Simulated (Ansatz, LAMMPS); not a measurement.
## K+ PF6- in ethylene carbonate and tetrahydrofuran, from a frame at 330 K (87 atoms): geometry optimisation

Wanted: the relaxed structure of K+ PF6- in ethylene carbonate and tetrahydrofuran, from a frame at 330 K (87 atoms) and its electronic structure.

Calculated with Ansatz 0.2.0; Kohn-Sham DFT, PBE+D4, PAW (set soft_2), plane waves.

Most raw output is cut from this account.

## 1. The structure

The cell holds 87 atoms: 24 C, 15 O, 40 H, 1 P, 6 F and 1 K. Cell: a = 9.931 Å, b = 9.931 Å, c = 9.931 Å, α = 90.0°, β = 90.0°, γ = 90.0°. 4 ethylene carbonate, 3 tetrahydrofuran, 1 K+, 1 PF6- placed at random, at 1.28 g/cm³; overlaps pushed apart, then 10 ps at 550 K with stiff harmonic cages for PF6 and BF4 with UFF radii; Joung-Cheatham ions (J. Phys. Chem. B 112, 9020 (2008)); MMFF94 bonds, angles, torsions, charges and radii (Halgren, J. Comput. Chem. 17, 490 (1996)) in harmonic and 12-6 forms; charges of ions scaled by 0.8. Snapshot after 30 ps at 330 K and fixed volume.

What the set-up can't give: The network of contacts between molecules at the start is that of the classical potential that made the cell. Sampling is at Γ alone, for a cell whose shortest periodic width is 10 Å.

## 2. The classical run that made the cell

A classical potential supplies the starting structure, since it reaches far longer times than DFT.

This step: classical MD, stiff harmonic cages for PF6 and BF4 with UFF radii; Joung-Cheatham ions (J. Phys. Chem. B 112, 9020 (2008)); MMFF94 bonds, angles, torsions, charges and radii (Halgren, J. Comput. Chem. 17, 490 (1996)) in harmonic and 12-6 forms; charges of ions scaled by 0.8 (LAMMPS 22 Jul 2025 - Update 4).

in.lmp

```
# K+ PF6- in ethylene carbonate and tetrahydrofuran
units real
atom_style full
boundary p p p
bond_style harmonic
angle_style harmonic
dihedral_style opls
improper_style harmonic
special_bonds lj 0 0 0.5 coul 0 0 0.75
read_data data.lmp
neigh_modify delay 0 every 1 check yes one 4000
comm_modify cutoff 12.0
timestep 0.5
thermo_style custom step time temp pe press density
thermo_modify norm yes
# push overlapping molecules apart
pair_style soft 2.6
pair_coeff * * 0.0
variable a equal ramp(1,60)
fix ad all adapt 1 pair soft a * * v_a
velocity all create 550 516008 mom yes dist gaussian
fix lim all nve/limit 0.03
fix lan all langevin 550 550 50 516009 zero yes
thermo 1000
run 3000 post no
unfix ad
pair_style lj/cut/coul/long 8.9
pair_modify mix arithmetic tail yes
pair_coeff 1 1 0.0678 3.3680   # C
pair_coeff 2 2 0.0763 3.0430   # O
pair_coeff 3 3 0.0216 2.5400   # H
pair_coeff 4 4 0.0763 2.9870   # O
pair_coeff 5 5 0.0678 3.4070   # C
pair_coeff 6 6 0.3050 3.6946   # P
# [... 20 lines left out ...]
compute msd all msd com yes
thermo 7500
fix md all nvt temp 330 330 100
run 30000 post no
print "== T330: mean square displacement over the hold $(c_msd[4]:%.2f) A^2"
unfix md
uncompute msd
write_dump all custom T330.dump id type xs ys zs modify sort id
```

On the command line:

```bash
$ lmp -in in.lmp -log none -nocite
```

The job ended after 14 s (1 thread of Arm Neoverse V2, shared host; peak memory 0.12 GiB).

The input also reads data.lmp (atoms, bonds and types; not printed here).

## 3. Single point at the start

The forces at the start show how far the geometry lies from a minimum of this functional.

input.yaml

```yaml
crystal:
  lattice:
    - [9.93101, 0.0, 0.0]
    - [0.0, 9.93101, 0.0]
    - [0.0, 0.0, 9.93101]
  atoms:
    - { symbol: C, position: [0.55821, 0.98948, 0.54712] }
    - { symbol: C, position: [0.65734, 0.08668, 0.60822] }
    - { symbol: C, position: [0.59422, 0.1388, 0.73854] }
    - { symbol: O, position: [0.49988, 0.03389, 0.7759] }
    - { symbol: C, position: [0.44053, 0.99692, 0.64444] }
    - { symbol: H, position: [0.52384, 0.02093, 0.45335] }
    - { symbol: H, position: [0.61323, 0.89375, 0.53147] }
    - { symbol: H, position: [0.74213, 0.0289, 0.62614] }
[... 75 atom lines left out ...]
    - { symbol: F, position: [0.6541, 0.48268, 0.7802] }
    - { symbol: F, position: [0.54539, 0.64624, 0.89951] }
    - { symbol: F, position: [0.58856, 0.67674, 0.67559] }
    - { symbol: K, position: [0.36744, 0.85287, 0.94907] }
kpoints:
  mp_grid: { grid: [1, 1, 1] }
hamiltonian:
  xc: pbe
  dispersion: d4
scf:
  occupations: { method: fixed }
output:
  forces: true
  stress: true
  populations: true
  dos:
    method: { smearing: { sigma: 0.08 } }
    de: 0.1
    projected: { site_lists: { C: [C], F: [F], H: [H], K: [K], O: [O] } }
  eigenvalues: true
```

On the command line:

```bash
$ ansatz run input.yaml --threads 4 --pin off --max-ram 8192MiB --backend cpu --events-out ev --progress --plain --runs-dir out
```

The job ended after 9.6 s (4 threads of Arm Neoverse V2, shared host; peak memory 1.1 GiB; 36 s of CPU time).

Read from the output:

- free energy: -22314.5592 eV
- free energy per atom: -256.4892 eV/atom
- SCF cycles: 10
- pressure: 3.773 GPa
- r.m.s. force component: 1.046 eV/Å
- longest force: 4.325 eV/Å
- Fermi energy: -0.06383 eV
- gap (highest filled to lowest empty level): 3.993 eV
- spilling of the projection: 0.01275

The r.m.s. force component of 1.0 eV/Å and the pressure of 3.8 GPa set the starting point.

Neighbours are counted within 1.34 Å (H-C), 1.85 Å (C-C), 1.73 Å (C-O), 3.33 Å (O-K), 3.04 Å (F-K), 2.00 Å (F-P).

Length of the force by element and coordination:

```tsv
element	coordination	atoms	mean length of the force (eV/Å)	spread	least	most
C	all	24	2.21	1.05	0.414	4.32
C	3	4	1.90	0.768	1.08	3.11
C	4	20	2.28	1.09	0.414	4.32
F	all	6	1.08	0.576	0.470	2.17
F	1	4	0.726	0.217	0.470	0.965
F	2	2	1.80	0.368	1.43	2.17
H	all	40	1.21	0.773	0.0934	3.79
K	all	1	0.252	0	0.252	0.252
O	all	15	1.44	0.598	0.487	2.81
O	1	1	1.28	0	1.28	1.28
O	2	13	1.47	0.638	0.487	2.81
O	3	1	1.28	0	1.28	1.28
P	all	1	3.61	0	3.61	3.61
```

## 4. Cell and atoms relaxed

Cell and atoms are freed together, to release stress as well as forces.

input.yaml, the sections that differ from step 3:

```yaml
output:
  forces: true
relax:
  f_tol: 0.05
  max_steps: 200
  cell: {}
# crystal, kpoints, hamiltonian, scf: as in step 3
```

It took 6.3 min on 4 threads; peak memory 1 GiB; 24 min of CPU time.

Step by step (22 of 59):

```tsv
step	energy less that of the first step (eV)	largest force component (eV/Å)	pressure (GPa)	volume (Å³)
1	0.0000	3.2925	3.77	979.45
4	-4.3336	1.0446	-0.43	948.52
7	-4.6049	0.3016	-0.15	931.68
9	-4.6576	0.2139	-0.07	927.86
12	-4.6733	0.3357	0.06	925.46
15	-4.7028	0.0939	-0.14	925.04
18	-4.7243	0.1088	0.12	923.17
20	-4.7502	0.1289	-0.07	919.68
23	-4.7728	0.1917	0.00	919.77
26	-4.8355	0.3534	-0.03	910.81
29	-4.8538	0.0747	0.01	911.03
31	-4.8646	0.1025	-0.11	909.21
34	-4.8738	0.1761	-0.06	908.45
37	-4.8792	0.2978	-0.23	906.95
40	-4.8903	0.0263	-0.03	906.76
42	-4.8216	0.0689	-0.15	891.68
45	-4.8718	0.1268	-0.09	879.88
48	-4.8766	0.0633	-0.12	880.55
51	-4.8531	0.1021	-0.16	871.02
53	-4.8531	0.0319	0.00	872.01
56	-4.8407	0.0177	0.01	870.22
59*	-4.8441	0.0211	0.01	869.65
```

Relaxation steps marked * repeat the geometry before them on a plane-wave basis chosen anew for their cell, so energy and pressure can jump there. Other such steps can lie between the rows shown. Relaxation steps 11, 28, 37 were tried and not accepted.

```tsv
cell as run	before	after	change
a (Å)	9.931	9.773	-1.6 %
b (Å)	9.931	9.701	-2.3 %
c (Å)	9.931	9.279	-6.6 %
α (°)	90.00	90.66	+0.7 %
β (°)	90.00	86.43	-4.0 %
γ (°)	90.00	97.92	+8.8 %
volume (Å³/atom)	11.26	10.00	-11.2 %
```

The atoms that moved most (Å, as changes of fractional coordinates times the final cell):

```tsv
atom	dx	dy	dz	length
H46	1.261	0.367	0.780	1.527
H57	0.197	1.350	-0.540	1.467
H9	0.985	-0.217	0.752	1.258
H56	0.180	0.705	-0.996	1.234
H12	0.648	0.993	-0.258	1.214
H13	-0.314	0.890	-0.712	1.183
H33	-0.317	-1.036	-0.449	1.173
H6	0.973	0.623	-0.117	1.161
```

The relaxation changed the energy by -55.7 meV/atom, and atoms moved by 0.73 Å r.m.s., 1.5 Å at most.

## 5. Distances and neighbours after relaxation

Bonds before and after, by the cutoffs listed below:

```tsv
pair	bonds before	bonds after	mean before (Å)	mean after (Å)	spread before (Å)	spread after (Å)
H-C	40	40	1.082	1.097	0.034	0.004
C-C	13	13	1.501	1.533	0.043	0.008
C-O	26	26	1.373	1.382	0.081	0.085
O-K	4	4	2.824	2.773	0.078	0.009
F-K	2	3	2.857	2.871	0.104	0.047
F-P	6	6	1.620	1.638	0.035	0.011
```

Density 1.44 g/cm³, 9.996 Å³ an atom.

g(r), total and by pair (bins of 0.2 Å):

```tsv
r (Å)	total	H-H	H-C	H-O	H-F	H-K	H-P
1.00	2.61	0.00	10.30	0.00	0.00	0.00	0.00
1.20	0.75	0.00	2.00	0.00	0.00	0.00	0.00
1.40	1.01	0.00	0.00	0.00	0.00	0.00	0.00
1.60	0.72	0.00	0.00	0.00	0.00	0.00	0.00
1.80	0.58	2.74	0.00	0.00	0.00	0.00	0.00
2.00	0.59	0.00	0.00	3.75	0.00	0.00	0.00
2.20	1.42	0.09	3.90	0.11	0.00	0.00	0.00
2.40	1.23	2.76	0.00	0.41	0.51	0.00	0.00
2.60	0.50	0.83	0.26	0.77	2.10	0.00	0.00
2.80	0.82	1.36	0.63	1.45	1.11	0.00	0.00
3.00	0.93	1.39	0.93	1.58	1.75	0.00	0.00
3.20	1.05	0.88	1.71	1.41	0.86	0.83	0.83
3.40	0.91	0.78	1.32	0.76	0.13	0.00	1.46
3.60	0.90	0.56	0.97	0.84	0.67	3.35	3.95
3.80	0.91	0.90	0.77	0.60	1.50	1.23	1.20
4.00	0.93	1.04	0.72	1.30	0.45	0.52	2.11
4.20	0.96	0.96	0.78	1.54	0.64	0.47	0.00
4.40	0.97	0.70	1.01	0.99	1.48	1.32	0.46
```

Bonds by pair of elements; cutoffs follow the first minimum of g(r), held within bounds set by covalent radii, and pairs that aren't listed don't count as bonded:

```tsv
pair A-B	cutoff (Å)	bonds	mean length (Å)	spread (Å)	shortest (Å)	B about A	A about B
H-C	1.34	40	1.10	0.004	1.09	1	1.67
C-C	1.85	13	1.53	0.008	1.52	1.08	1.08
C-O	1.73	26	1.38	0.085	1.21	1.08	1.73
O-K	3.18	4	2.77	0.009	2.76	0.267	4
F-K	3.33	3	2.87	0.047	2.82	0.5	3
F-P	2	6	1.64	0.011	1.62	1	6
```

How many atoms have how many bonded neighbours:

```tsv
element	mean	1	2	3	4	6	7
C	3.83	0	0	4	20	0	0
F	1.5	3	3	0	0	0	0
H	1	40	0	0	0	0	0
K	7	0	0	0	0	0	1
O	2	1	13	1	0	0	0
P	6	0	0	0	0	1	0
```

Bond angles, per cent of each kind in bins of 5°:

```tsv
angle (°)	C-C-H	H-C-O	H-C-H	F-P-F	C-C-O
85–90	0.0	0.0	0.0	33.3	0.0
90–95	0.0	0.0	0.0	46.7	0.0
95–100	0.0	0.0	0.0	0.0	0.0
100–105	0.0	0.0	0.0	0.0	57.1
105–110	0.0	100.0	70.0	0.0	42.9
110–115	100.0	0.0	30.0	0.0	0.0
115–120	0.0	0.0	0.0	0.0	0.0
120–125	0.0	0.0	0.0	0.0	0.0
125–130	0.0	0.0	0.0	0.0	0.0
130–135	0.0	0.0	0.0	0.0	0.0
135–140	0.0	0.0	0.0	0.0	0.0
140–145	0.0	0.0	0.0	0.0	0.0
145–150	0.0	0.0	0.0	0.0	0.0
150–155	0.0	0.0	0.0	0.0	0.0
155–160	0.0	0.0	0.0	0.0	0.0
160–165	0.0	0.0	0.0	0.0	0.0
165–170	0.0	0.0	0.0	0.0	0.0
170–175	0.0	0.0	0.0	0.0	0.0
175–180	0.0	0.0	0.0	20.0	0.0
```

Bond angles (no mean is given where the spread exceeds 20°):

```tsv
angle	count	mean (°)	spread (°)
C-C-H	52	112	1.4
H-C-O	28	108	0.6
H-C-H	20	109	1.1
F-P-F	15	-	-
C-C-O	14	104	1.5
```

Bond length by coordination (bonds to H left out):

```tsv
element	coordination	atoms	mean bond length (Å)
C	3	4	1.30
C	4	20	1.50
F	1	3	1.63
F	2	3	2.26
O	1	1	1.21
O	2	13	1.54
O	3	1	1.88
```

Rings of the network by King's shortest-path rule, up to 12 atoms, one path for each pair of neighbours; H, halogens, alkali and alkaline-earth atoms are left out, and the last column divides by all other atoms, bonded or not:

```tsv
ring size (atoms)	rings	per network atom
5	7	0.175
```

By these cutoffs 83 % of C atoms have 4, 50 % of F atoms have 1 and as many 2, all H atoms have 1 and all K atoms have 7 bonded neighbours. The C-C-H angle averages 112° with a spread of 1.4°. All rings counted have 5 atoms.

## 6. Single point at the relaxed geometry

The electronic structure is read at the final geometry, in a run of its own.

input.yaml

```yaml
crystal:
  lattice:
    - [9.74577, -0.67213, 0.29561]
    - [-0.67213, 9.67738, -0.04401]
    - [0.29561, -0.04401, 9.27425]
  atoms:
    - { symbol: C, position: [0.59761, 0.03367, 0.53705] }
    - { symbol: C, position: [0.6985, 0.07058, 0.65858] }
    - { symbol: C, position: [0.60513, 0.11683, 0.78403] }
    - { symbol: O, position: [0.4668, 0.05355, 0.75709] }
    - { symbol: C, position: [0.45887, 0.06799, 0.6043] }
    - { symbol: H, position: [0.62905, 0.09259, 0.43771] }
    - { symbol: H, position: [0.5907, 0.92291, 0.50913] }
    - { symbol: H, position: [0.74464, 0.97901, 0.6887] }
[... 75 atom lines left out ...]
    - { symbol: F, position: [0.66167, 0.54417, 0.85494] }
    - { symbol: F, position: [0.48621, 0.62974, 0.99289] }
    - { symbol: F, position: [0.54044, 0.70876, 0.7601] }
    - { symbol: K, position: [0.32317, 0.83864, 0.92055] }
kpoints:
  mp_grid: { grid: [1, 1, 1] }
hamiltonian:
  xc: pbe
  dispersion: d4
scf:
  occupations: { method: fixed }
output:
  forces: true
  stress: true
  populations: true
  dos:
    method: { smearing: { sigma: 0.1 } }
    de: 0.1
    projected: { site_lists: { C: [C], F: [F], H: [H], K: [K], O: [O] } }
  eigenvalues: true
  write_density: true
  write_potential: true
  volumetric_format: npy
  elf: true
```

Wall time 9.4 s (4 threads); peak memory 0.99 GiB.

Read from the output:

```
free energy                                      : -22319.4033 eV
free energy per atom                             : -256.5449 eV/atom
SCF cycles                                       : 10
pressure                                         : 0.009508 GPa
r.m.s. force component                           : 0.00391 eV/Å
longest force                                    : 0.02355 eV/Å
Fermi energy                                     : 0.6748 eV
gap (highest filled to lowest empty level) : 4.48 eV
spilling of the projection                       : 0.01197
```

Löwdin charges by element and coordination (they lack the spilled electrons, 0.039 e an atom on average):

```tsv
element	coordination	atoms	mean charge (e)	spread	least	most
C	all	24	0.0095	0.326	-0.294	0.714
C	3	4	0.707	0.0055	0.699	0.714
C	4	20	-0.130	0.102	-0.294	-0.0487
F	all	6	-0.470	0.0049	-0.478	-0.461
F	1	3	-0.467	0.0045	-0.472	-0.461
F	2	3	-0.473	0.0033	-0.478	-0.470
H	all	40	0.193	0.0223	0.149	0.234
K	all	1	0.832	0	0.832	0.832
O	all	15	-0.333	0.0631	-0.444	-0.266
O	1	1	-0.411	0	-0.411	-0.411
O	2	13	-0.324	0.0628	-0.444	-0.266
O	3	1	-0.368	0	-0.368	-0.368
P	all	1	2.41	0	2.41	2.41
```

Density of states as counts of states in windows of 1 eV (from the Fermi level), total and the larger projections:

```tsv
from (eV)	to (eV)	total	C p	O p	H s	F p	C s
-14	-13	11.3	1.4	1.0	2.0	0.0	6.0
-13	-12	6.0	0.5	0.8	1.3	0.0	3.3
-12	-11	14.0	1.8	3.0	1.1	0.0	2.0
-11	-10	2.0	0.0	0.0	0.0	1.1	0.0
-10	-9	13.0	3.7	3.6	1.5	0.0	2.3
-9	-8	9.3	3.2	1.4	2.1	0.1	2.1
-8	-7	22.1	6.2	5.9	2.3	4.5	0.5
-7	-6	17.7	8.9	3.5	3.6	0.2	0.6
-6	-5	35.9	10.2	10.4	3.9	9.3	0.3
-5	-4	17.5	7.6	4.1	3.7	1.6	0.1
-4	-3	30.3	8.1	8.4	1.9	10.7	0.2
-3	-2	35.6	11.7	12.3	5.3	5.6	0.2
-2	-1	14.6	2.4	10.0	1.7	0.1	0.0
-1	0	4.6	0.5	3.2	0.8	0.0	0.0
0	1	1.4	0.1	1.0	0.3	0.0	0.0
1	4	0.0	0.0	0.0	0.0	0.0	0.0
4	5	9.9	4.5	3.1	0.7	0.0	0.3
```

With fixed occupations the program's Fermi level is the highest filled level; weight inside the gap is the broadening of levels at its edges.

Between -26 and -14 eV lie 44 more states.

Not all projections were asked for or kept, so they needn't add up to the total.

The levels nearest the highest filled one (over half full), pooled over k-points and spins:

```tsv
level less the highest filled one (eV)	occupation
-1.84	2
-1.75	2
-1.64	2
-0.587	2
-0.415	2
0	2
4.48	0
4.57	0
4.60	0
4.74	0
4.85	0
5.13	0
```

(Continued in part 2 of 2.)

[Logs are printed without paths, hosts, clocks, repeated set-up lines and the standing remarks that a program may print on its own settings, such as how far it seeks lower states.]

[Hosts, paths, dates, database ids (printed as entryN), source tags and the programs' standing remarks are cut or masked in the printed files.]

[The MMFF94 radii named for the starting cell were scaled by 0.96; in molecules described by MMFF94, hydrogen bound to N, O or S took a small fixed 12-6 site in their place.]
